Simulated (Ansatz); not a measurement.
**Work function of Ca(100): what the settings cost and change**

Aim: the work function of Ca(100) across levels of theory at one geometry.

Method: plane-wave DFT, PBE, Ansatz PAW, in the first sound run; inputs show where later runs differ, in Ansatz 0.2.0.

### 1. Starting point

The cell holds 7 atoms: 7 Ca. Its edges and angles: a = 3.946 Å, b = 3.946 Å, c = 34.740 Å, α = 90.0°, β = 90.0°, γ = 90.0°. Vacuum lies along c.

### 2. Run, setting PBE, Ansatz PAW (420 eV)

A work function rests on the faint tail of the density, so the SCF threshold is tight. PBE on the default files comes first; the next runs keep the geometry and change functional or files, each at the cutoff that its files recommend; a relaxation and, for heavy metals, spin-orbit coupling close the ladder.

The input, input.yaml:

```yaml
crystal:
  lattice:
    - [3.945655839, 0.0, 0.0]
    - [0.0, 3.945655839, 0.0]
    - [0.0, 0.0, 34.74]
  atoms:
    - { symbol: Ca, position: [0.0, 0.0, 0.2590673575] }
    - { symbol: Ca, position: [0.5, 0.5, 0.3393782383] }
    - { symbol: Ca, position: [0.0, 0.0, 0.4196891192] }
    - { symbol: Ca, position: [0.5, 0.5, 0.5] }
    - { symbol: Ca, position: [0.0, 0.0, 0.5803108808] }
    - { symbol: Ca, position: [0.5, 0.5, 0.6606217617] }
    - { symbol: Ca, position: [0.0, 0.0, 0.7409326425] }
kpoints:
  mp_grid: { grid: [10, 10, 1] }
hamiltonian:
  xc: pbe
scf:
  occupations: { method: fermi_dirac, width: 0.1 }
  convergence: { dr2_threshold: 1.0e-09 }
efield:
  axis: 3
  dipole_correction: true
  ramp_position: 0.97
  ramp_width: 0.06
output:
  write_potential: true
  write_density: true
  volumetric_format: npy
  elf: true
```

The run is started by

```sh
$ ansatz run input.yaml --threads 2 --pin off --max-ram 3072MiB --backend cpu --events-out ev --progress --plain --runs-dir out
```

Numbers of over 12 decimals in the logs are rounded to 6 here.

The log of the run:

```text
Engine: ansatz 0.2.0, aarch64-unknown-linux-gnu
Pseudopotentials: kind: paw
Pseudopotential: Ca, paw, valence charge 10, recommended cutoff 420 eV (normal), Ca.paw.azcp
Functional definition: PBE
  parameter kappa = 0.804
  parameter beta = 0.066725
  exchange = pbe_x(kappa = kappa, mu = beta*pi^2/3)
  correlation = pbe_c(beta = beta)
Crystal: 7 atoms, lattice volume = 540.839 Å³
Basis set: ecut = 420 eV, 10629 PW (Γ)
Bands: 42, of which v1, the nominal top of the filled ones, is band 35 counted from 1 (34 counted from 0)
Symmetry: 8 space group operations
k-points: 21 of 100
Non-local potential: Ca, projectors of the file, l = 0: 3, l = 1: 2, l = 2: 2
PAW form: soft (Blöchl's): semilocal exchange-correlation on the pseudo side does not see the compensation charge
PAW one-centre angular grid: Ca, 110 points (default); XC on 64 Gauss nodes
Initial density: superposition of atomic densities (neutral atoms: chi_scale 0, normalization atom), corrected by the library's trained network
Initial wavefunctions: pseudopotential atomic-orbital guess
Functional: x = pbe(κ = 0.804, μ = 0.219515), c = pbe(β = 0.066725)
SCF iter   1: F=—  HF=-12717.315893 eV  |F-HF|=—  |Δ(HF+E_count)|=         —  Δρ=2.54e-3  dr2=2.81e0  ethr=1.77e-3  p=-0.000 e·Å  D=-3.69e-14 V/Å  ΔV_dip=0.00 eV  dr2_dipole=2.28e-8  V_vac-E_F(+/−)=2.54/2.54 eV  ⟨swp⟩=14.4  Hψ=11542  notcnv=0
efield: sawtooth ramp at fractional position 0.9700 (set: `efield.ramp_position`, or a place that a band, a saddle search or an elastic batch's reference lends), width 0.0600; the density the first Hamiltonian is built on has a dipole p = -0.000 e·Å; the dipole correction subtracts the counter field D = -3.69e-14 V/Å, which shifts the + side's vacuum level by +0.00 eV against the − side's; the planar-averaged density in the ramp window peaks in size at 2.7e-5 e/Å³
automatic band count: the SCF goes on with 49 bands, as 42 were too few: the levels above may hold too much charge
preconditioner: auto → LDOS  [metal: Δε(μ)=0.014 eV  Ē_g=2.331 eV  σ=0.100 eV  W_gap=0.04  n_scr=72 (ndim 8)  ℏωp=6.0 eV  f_vac=0.389  D(μ)=9.04/eV (n_scr^D=46)  β→1.0]
SCF iter   2: F=—  HF=-12717.259156 eV  |F-HF|=—  |Δ(HF+E_count)|=   5.67e-2  Δρ=8.51e-4  dr2=1.65e-2  ethr=1.77e-3  p=-0.000 e·Å  D=-2.87e-6 V/Å  ΔV_dip=0.00 eV  dr2_dipole=1.63e-8  V_vac-E_F(+/−)=2.78/2.78 eV  ⟨swp⟩=2.0  Hψ=1232  notcnv=0
SCF iter   3: F=—  HF=-12717.259859 eV  |F-HF|=—  |Δ(HF+E_count)|=   7.02e-4  Δρ=7.43e-4  dr2=1.03e-2  ethr=2.36e-5  p=0.000 e·Å  D=3.26e-6 V/Å  ΔV_dip=-0.00 eV  dr2_dipole=2.86e-9  V_vac-E_F(+/−)=2.76/2.76 eV  ⟨swp⟩=2.1  Hψ=1814  notcnv=0
SCF iter   4: F=—  HF=-12717.258561 eV  |F-HF|=—  |Δ(HF+E_count)|=   1.30e-3  Δρ=1.07e-4  dr2=2.28e-4  ethr=1.48e-5  p=0.000 e·Å  D=1.86e-6 V/Å  ΔV_dip=-0.00 eV  dr2_dipole=3.20e-10  V_vac-E_F(+/−)=2.77/2.77 eV  ⟨swp⟩=2.0  Hψ=1206  notcnv=0
SCF iter   5: F=—  HF=-12717.258589 eV  |F-HF|=—  |Δ(HF+E_count)|=   2.86e-5  Δρ=2.84e-5  dr2=6.10e-6  ethr=3.26e-7  p=0.000 e·Å  D=1.18e-6 V/Å  ΔV_dip=-0.00 eV  dr2_dipole=8.03e-12  V_vac-E_F(+/−)=2.78/2.78 eV  ⟨swp⟩=2.0  Hψ=1677  notcnv=0
SCF iter   6: F=—  HF=-12717.258919 eV  |F-HF|=—  |Δ(HF+E_count)|=   3.30e-4  Δρ=8.04e-6  dr2=1.30e-6  ethr=8.71e-9  p=0.000 e·Å  D=2.14e-7 V/Å  ΔV_dip=-0.00 eV  dr2_dipole=5.30e-12  V_vac-E_F(+/−)=2.78/2.78 eV  ⟨swp⟩=2.4  Hψ=1772  notcnv=0
SCF iter   7: F=—  HF=-12717.258919 eV  |F-HF|=—  |Δ(HF+E_count)|=   7.79e-8  Δρ=3.66e-6  dr2=2.64e-7  ethr=1.85e-9  p=0.000 e·Å  D=1.33e-7 V/Å  ΔV_dip=-0.00 eV  dr2_dipole=5.22e-13  V_vac-E_F(+/−)=2.78/2.78 eV  ⟨swp⟩=2.0  Hψ=1349  notcnv=0
SCF iter   8: F=—  HF=-12717.258919 eV  |F-HF|=—  |Δ(HF+E_count)|=   1.27e-8  Δρ=8.63e-7  dr2=2.40e-8  ethr=3.78e-10  p=0.000 e·Å  D=3.39e-8 V/Å  ΔV_dip=-0.00 eV  dr2_dipole=1.30e-13  V_vac-E_F(+/−)=2.78/2.78 eV  ⟨swp⟩=2.0  Hψ=1343  notcnv=0
SCF iter   9: F=—  HF=-12717.258919 eV  |F-HF|=—  |Δ(HF+E_count)|=  6.55e-10  Δρ=2.21e-7  dr2=1.70e-9  ethr=3.43e-11  p=0.000 e·Å  D=1.55e-8 V/Å  ΔV_dip=-0.00 eV  dr2_dipole=2.95e-15  V_vac-E_F(+/−)=2.78/2.78 eV  ⟨swp⟩=2.7  Hψ=1676  notcnv=0
SCF iter  10: F=-12717.258919 eV  HF=-12717.258919 eV  |F-HF|=5.28e-11  |Δ(HF+E_count)|=  2.73e-10  Δρ=5.91e-8  dr2=8.53e-11  ethr=1.43e-12  p=0.000 e·Å  D=3.06e-9 V/Å  ΔV_dip=-0.00 eV  dr2_dipole=8.20e-15  V_vac-E_F(+/−)=2.78/2.78 eV  ⟨swp⟩=14.0  Hψ=3236  notcnv=0
SCF 1 converged in 10 iterations: F = -12717.258919 eV  dr2 = 8.53e-11
  greatest PAW one-centre occupation: 0.996 electrons in one spin orbital (limit 2), on the Ca atom at site 6 (counted from 0), in its partial waves of l = 0
WARN: The output density's exchange-correlation potential varies sharply where the density is thin. Do not read a vacuum level from v_tot or v_xc, or from such a field of the output density. On a cell that repeats whose density bears no net charge and no dipole along the vacuum's axis use v_es (v_loc + v_h of the components); under efield.dipole_correction with no amplitude use v_es + v_field, which holds any externa [...]
SCF converged after 10 iterations
Free energy (F): -12717.258919 eV
Harris-Foulkes:  -12717.258919 eV  (|F-HF|=5.28e-11)
Internal energy: -12716.970785 eV  (E = F + TS)
E sigma→0 (E₀):  -12717.114852 eV
Entropy (-TS):   -0.288134 eV (-41.162 meV/atom)
Fermi energy:    1.535768 eV
Dipole field:    D = -0.000000 V/Å  (p = -0.000000 e·Å, saw-weighted, corrected)
Work function:   Φ+ = 2.7794 eV   Φ− = 2.7794 eV
Levels:          The Fermi level and band energies are counted from a zero that moves with the ramp; work functions are not
--- Per-component energies (eV) ---
  E_band       = -1476.955392
  E_kinetic    = 1924.568078
  E_local      = -38229.106412  (includes V_loc(G=0)·N_el)
  E_nonlocal   = 445.297234
  E_hartree    = 18007.982020
  E_xc         = -948.960482
  E_vxc        = -1182.602698  (∫ρ·V_xc dr)
  E_paw        = -6007.491573  (= ΣΔE_a)
  E_vpaw       = -451.076584  (= ΣTr[D̂ρ^β])
  E_aug_tail   = -0.000043  (compensation charges beyond the density's cutoff)
  E_efield     = 0.000000  (sawtooth field / dipole correction)
  E_vefield    = 0.000000  (∫n·V_field dr)
  E_ewald      = 12090.740392
  E_smearing   = -0.288134  (= −TS)
  E_closure    = 0.000000  (closes the sum)
  Σ components = -12717.258919   (vs F -12717.258919, Δ=0.00e0)
--- Band table (eV; the first three rows and the last of 21) ---
  k-point 0: bands = [... 31 lower, -1.1358, -0.4682, 0.2250, 0.8198, 1.9870, 2.0261, 2.1449, 2.2241, ... 10 higher]
  k-point 1: bands = [... 31 lower, -1.0349, -0.3715, 0.3175, 0.9096, 2.0247, 2.0633, 2.1486, 2.2179, ... 10 higher]
  k-point 2: bands = [... 31 lower, -0.7423, -0.0942, 0.5809, 1.1628, 1.9884, 2.0673, 2.1427, 2.2462, ... 10 higher]
  k-point 20: bands = [... 31 lower, 1.3693, 1.5776, 1.6136, 1.7236, 2.0917, 2.0917, 2.0923, 2.0923, ... 10 higher]
```

Wall time 99 s (2 threads of Arm Neoverse N1, shared host); peak memory 0.94 GiB; 2.9 min of CPU time.

In the SCF lines HF is the Harris–Foulkes energy and dr2 the Hartree energy of the density residual, in eV; the loop may stop once dr2 is under the threshold and the program's other checks hold. Hψ counts applications of the Hamiltonian.

Numbers from this step:

```yaml
energy_at_zero_smearing: -12717.1149 eV
work_function_upper_face: 2.779 eV
```

Running mean over 2.79 Å of the planar mean; the ramp of the sawtooth is left out. Table of electron's electrostatic potential energy less the Fermi level by z:

```tsv
z (Å)	electron's electrostatic potential energy less the Fermi level (eV)
4	2.77
5	2.74
6	2.54
7	1.45
8	-1.84
9	-3.00
10	-2.88
11	-2.77
12	-2.78
13	-2.80
14	-2.81
15	-2.81
16	-2.81
17	-2.81
18	-2.81
19	-2.81
20	-2.81
21	-2.81
22	-2.80
23	-2.77
24	-2.79
25	-2.93
26	-2.93
27	-0.985
28	1.93
29	2.63
30	2.76
31	2.78
```

ELF in the ca plane at fractional y = 0.000, with atoms of Ca within 0.2 Å of it. It is the smooth field of the valence electrons, not physical close to the nuclei.

Ten even steps from '0' (0.00) to '9' (0.86), each cell a mean:
```
99711577775117999931467776305999961011100000
98302677776203898511477776411699720012100000
21014666666410122013566666520122100222100000
01245655556542101135655556653211123442100000
34566554455665434556654445666555566542100000
22456654456654222356654455665433345542100000
00135665666521000024665566641000012332100000
64113677776301465202567776510366410122100000
99512577775116999721477776303899940012100000
99821577775128999941367776306999971011100000
```
Columns run along c (16.0 Å, from fractional 0.42 to 0.88 of the cell), rows up along a (3.9 Å). Atoms in or near the plane, at fractional coordinates: Ca at (0.58, 0.00), Ca at (0.74, 0.00).

Valence density in the ca plane at fractional y = 0.000, with atoms of Ca within 0.2 Å of it. It is the smooth field of the valence electrons, not physical close to the nuclei.

Ten steps, logarithmic in the rise over the least value, from '0' (0.0 e/Å³) to '9' (6.5 e/Å³), each cell a mean:
```
98521111111126899731111111114799841000000000
76311111111113676421111111112577521000000000
32111111111111232211111111111233210000000000
11111111111111111111111111111111100000000000
11111111111111111111111111111111100000000000
11111111111111111111111111111111100000000000
11111111111111111111111111111111110000000000
54211111111112454311111111112355310000000000
87421111111125788631111111113688731000000000
99621111111126999741111111125899851000000000
```
Columns run along c (16.0 Å, from fractional 0.42 to 0.88 of the cell), rows up along a (3.9 Å). Atoms in or near the plane, at fractional coordinates: Ca at (0.58, 0.00), Ca at (0.74, 0.00).

Electrostatic potential energy in the ca plane at fractional y = 0.000, with atoms of Ca within 0.2 Å of it. With pseudopotentials it is smooth inside the atoms' cores, unlike the true potential.

Values in eV, 6 rows by 16 columns, each cell a mean:
```
-36   0   5   4  -4 -43 -18   3   5   3 -19 -43  -5   3   4   4
 -6   2   4   4   1  -7  -2   3   4   4  -2  -8   0   3   4   4
  2   4   3   3   3   2   3   4   3   4   3   2   3   4   4   4
  1   3   3   3   3   1   2   4   3   4   2   0   2   4   4   4
-13   2   4   4   0 -15  -5   3   4   3  -6 -16  -1   3   4   4
-43  -1   5   4  -6 -50 -23   3   5   3 -24 -50  -7   3   4   4
```
Columns run along c (16.0 Å, from fractional 0.42 to 0.88 of the cell; values clipped at the 3rd and 97th percentile), rows up along a (3.9 Å). Atoms in or near the plane, at fractional coordinates: Ca at (0.58, 0.00), Ca at (0.74, 0.00).

The work function is 2.779 eV.

### 3. Run

This step: plane-wave DFT, LDA, Ansatz PAW (Ansatz 0.2.0).

Edit input.yaml of step 2 so:

```diff
@@ -16,3 +16,3 @@
 hamiltonian:
-  xc: pbe
+  xc: lda
 scf:
@@ -29,2 +29 @@
   volumetric_format: npy
-  elf: true
```

The log of the run:

```text
[...]
Crystal: 7 atoms, lattice volume = 540.839 Å³
Basis set: ecut = 420 eV, 10629 PW (Γ)
Bands: 42, of which v1, the nominal top of the filled ones, is band 35 counted from 1 (34 counted from 0)
Symmetry: 8 space group operations
k-points: 21 of 100
[...]
k-point 0: bands = [... 31 lower, -1.3012, -0.6336, 0.0579, 0.6412, 1.8183, 1.8427, 1.9008, 1.9756, ... 10 higher]
  k-point 1: bands = [... 31 lower, -1.2001, -0.5368, 0.1508, 0.7322, 1.8554, 1.8707, 1.9167, 1.9753, ... 10 higher]
  k-point 2: bands = [... 31 lower, -0.9079, -0.2605, 0.4134, 0.9880, 1.7784, 1.8579, 1.9619, 2.0361, ... 10 higher]
  k-point 20: bands = [... 31 lower, 1.1779, 1.3845, 1.4278, 1.5389, 1.8681, 1.8681, 1.8720, 1.8720, ... 10 higher]
[key lines of the parts left out:]
SCF converged after 9 iterations
Free energy (F): -12407.083963 eV
Fermi energy:    1.368529 eV
Dipole field:    D = -0.000000 V/Å  (p = -0.000000 e·Å, saw-weighted, corrected)
Work function:   Φ+ = 2.9002 eV   Φ− = 2.9002 eV
```

Elapsed: 95 s, on 2 threads; peak memory 0.92 GiB.

The work function is 2.900 eV, +0.121 eV from the run “PBE, Ansatz PAW (420 eV)”, at 0.96 times its CPU time.

### 4. Run

This step: plane-wave DFT, PBEsol, Ansatz PAW (Ansatz 0.2.0).

Edit input.yaml of step 3 so:

```diff
@@ -16,3 +16,3 @@
 hamiltonian:
-  xc: lda
+  xc: pbesol
 scf:
```

The log of the run:

```text
[...]
Crystal: 7 atoms, lattice volume = 540.839 Å³
Basis set: ecut = 420 eV, 10629 PW (Γ)
Bands: 42, of which v1, the nominal top of the filled ones, is band 35 counted from 1 (34 counted from 0)
Symmetry: 8 space group operations
k-points: 21 of 100
[...]
k-point 0: bands = [... 31 lower, -1.1935, -0.5254, 0.1681, 0.7637, 1.9336, 1.9734, 2.0840, 2.1627, ... 10 higher]
  k-point 1: bands = [... 31 lower, -1.0925, -0.4287, 0.2608, 0.8538, 1.9710, 2.0097, 2.0885, 2.1569, ... 10 higher]
  k-point 2: bands = [... 31 lower, -0.7999, -0.1513, 0.5243, 1.1079, 1.9303, 2.0103, 2.0853, 2.1897, ... 10 higher]
  k-point 20: bands = [... 31 lower, 1.3170, 1.5242, 1.5629, 1.6727, 2.0319, 2.0319, 2.0325, 2.0325, ... 10 higher]
[key lines of the parts left out:]
SCF converged after 10 iterations
Free energy (F): -12555.221178 eV
Fermi energy:    1.482310 eV
Dipole field:    D = 0.000000 V/Å  (p = 0.000000 e·Å, saw-weighted, corrected)
Work function:   Φ+ = 2.8160 eV   Φ− = 2.8160 eV
```

The job ended after 98 s (2 threads; peak memory 0.94 GiB).

The work function is 2.816 eV, +0.037 eV from the run “PBE, Ansatz PAW (420 eV)”, at 0.98 times its CPU time.

### 5. Slab

This step: plane-wave DFT, RPBE, Ansatz PAW (Ansatz 0.2.0).

Edit input.yaml of step 4 so:

```diff
@@ -16,3 +16,3 @@
 hamiltonian:
-  xc: pbesol
+  xc: rpbe
 scf:
```

The log of the run:

```text
[...]
Crystal: 7 atoms, lattice volume = 540.839 Å³
Basis set: ecut = 420 eV, 10629 PW (Γ)
Bands: 42, of which v1, the nominal top of the filled ones, is band 35 counted from 1 (34 counted from 0)
Symmetry: 8 space group operations
k-points: 21 of 100
[...]
k-point 0: bands = [... 31 lower, -1.0355, -0.3692, 0.3226, 0.9198, 2.0789, 2.1247, 2.2701, 2.3510, ... 10 higher]
  k-point 1: bands = [... 31 lower, -0.9348, -0.2728, 0.4148, 1.0087, 2.1172, 2.1641, 2.2706, 2.3423, ... 10 higher]
  k-point 2: bands = [... 31 lower, -0.6424, 0.0046, 0.6779, 1.2598, 2.0990, 2.1747, 2.2436, 2.3559, ... 10 higher]
  k-point 20: bands = [... 31 lower, 1.4726, 1.6779, 1.7123, 1.8194, 2.2048, 2.2048, 2.2056, 2.2056, ... 10 higher]
[key lines of the parts left out:]
SCF converged after 10 iterations
Free energy (F): -12747.834847 eV
Fermi energy:    1.628015 eV
Dipole field:    D = 0.000000 V/Å  (p = 0.000000 e·Å, saw-weighted, corrected)
Work function:   Φ+ = 2.7044 eV   Φ− = 2.7044 eV
```

The job ended after 94 s (2 threads; peak memory 0.94 GiB; 2.8 min of CPU time).

The work function is 2.704 eV, -0.075 eV from the run “PBE, Ansatz PAW (420 eV)”, at 0.96 times its CPU time.

### 6. Run

This step: plane-wave DFT, r2SCAN, Ansatz PAW (Ansatz 0.2.0).

Edit input.yaml of step 5 so:

```diff
@@ -16,3 +16,3 @@
 hamiltonian:
-  xc: rpbe
+  xc: r2scan
 scf:
```

The log of the run:

```text
[...]
Crystal: 7 atoms, lattice volume = 540.839 Å³
Basis set: ecut = 500 eV, 13623 PW (Γ), exchange–correlation on 120×120×1024 points (64 copies of the dense FFT grid, shifted against one another)
Bands: 42, of which v1, the nominal top of the filled ones, is band 35 counted from 1 (34 counted from 0)
Symmetry: 8 space group operations
k-points: 21 of 100
[...]
k-point 0: bands = [... 31 lower, -1.3079, -0.5945, 0.1508, 0.8131, 2.0138, 2.1012, 2.3388, 2.4293, ... 10 higher]
  k-point 1: bands = [... 31 lower, -1.2004, -0.4916, 0.2487, 0.9062, 2.0550, 2.1472, 2.3297, 2.4102, ... 10 higher]
  k-point 2: bands = [... 31 lower, -0.8876, -0.1941, 0.5299, 1.1690, 2.1012, 2.1483, 2.2421, 2.3824, ... 10 higher]
  k-point 20: bands = [... 31 lower, 1.4345, 1.6545, 1.6817, 1.7941, 2.2124, 2.2124, 2.2135, 2.2135, ... 10 higher]
[key lines of the parts left out:]
SCF converged after 10 iterations
Free energy (F): -12750.887221 eV
Fermi energy:    1.552389 eV
Dipole field:    D = 0.000000 V/Å  (p = 0.000001 e·Å, saw-weighted, corrected)
Work function:   Φ+ = 2.7970 eV   Φ− = 2.7970 eV
```

Run time: 3.1 min. Hardware: 2 threads; peak memory 1.8 GiB.

The work function is 2.797 eV, +0.018 eV from the run “PBE, Ansatz PAW (420 eV)”, at 1.9 times its CPU time.

### 7. Slab

This step: plane-wave DFT, PBE, JTH PAW (Ansatz 0.2.0).

Edit input.yaml of step 6 so:

```diff
@@ -16,3 +16,4 @@
 hamiltonian:
-  xc: r2scan
+  xc: pbe
+  pseudopotentials: { kind: paw, source: jth }
 scf:
```

The log of the run:

```text
[...]
k-point 0: bands = [... 31 lower, -1.1261, -0.4584, 0.2350, 0.8303, 1.9971, 2.0367, 2.1565, 2.2357, ... 10 higher]
  k-point 1: bands = [... 31 lower, -1.0251, -0.3618, 0.3275, 0.9201, 2.0349, 2.0739, 2.1601, 2.2294, ... 10 higher]
  k-point 2: bands = [... 31 lower, -0.7326, -0.0844, 0.5908, 1.1732, 1.9993, 2.0781, 2.1530, 2.2572, ... 10 higher]
  k-point 20: bands = [... 31 lower, 1.3803, 1.5886, 1.6245, 1.7345, 2.1028, 2.1028, 2.1034, 2.1034, ... 10 higher]
[key lines of the parts left out:]
SCF converged after 14 iterations
Free energy (F): -12715.594031 eV
Fermi energy:    1.545967 eV
Dipole field:    D = 0.000000 V/Å  (p = 0.000000 e·Å, saw-weighted, corrected)
Work function:   Φ+ = 2.7801 eV   Φ− = 2.7801 eV
```

The job ended after 5 min (2 threads; peak memory 2.4 GiB).

The work function is 2.780 eV, +0.001 eV from the run “PBE, Ansatz PAW (420 eV)”, at 3.1 times its CPU time.

[end of part 1 of 2]

[Logs are printed without paths, hosts, clocks, repeated set-up lines and the standing remarks that a program may print on its own settings, such as how far it seeks lower states.]

[Hosts, paths, dates, database ids (printed as entryN), source tags and the programs' standing remarks are cut or masked in the printed files.]

[Maps of the electrostatic potential energy from Ansatz leave out the sawtooth potential of an applied field or a dipole correction, so their vacuum need not be flat; planar profiles and work functions include it.]
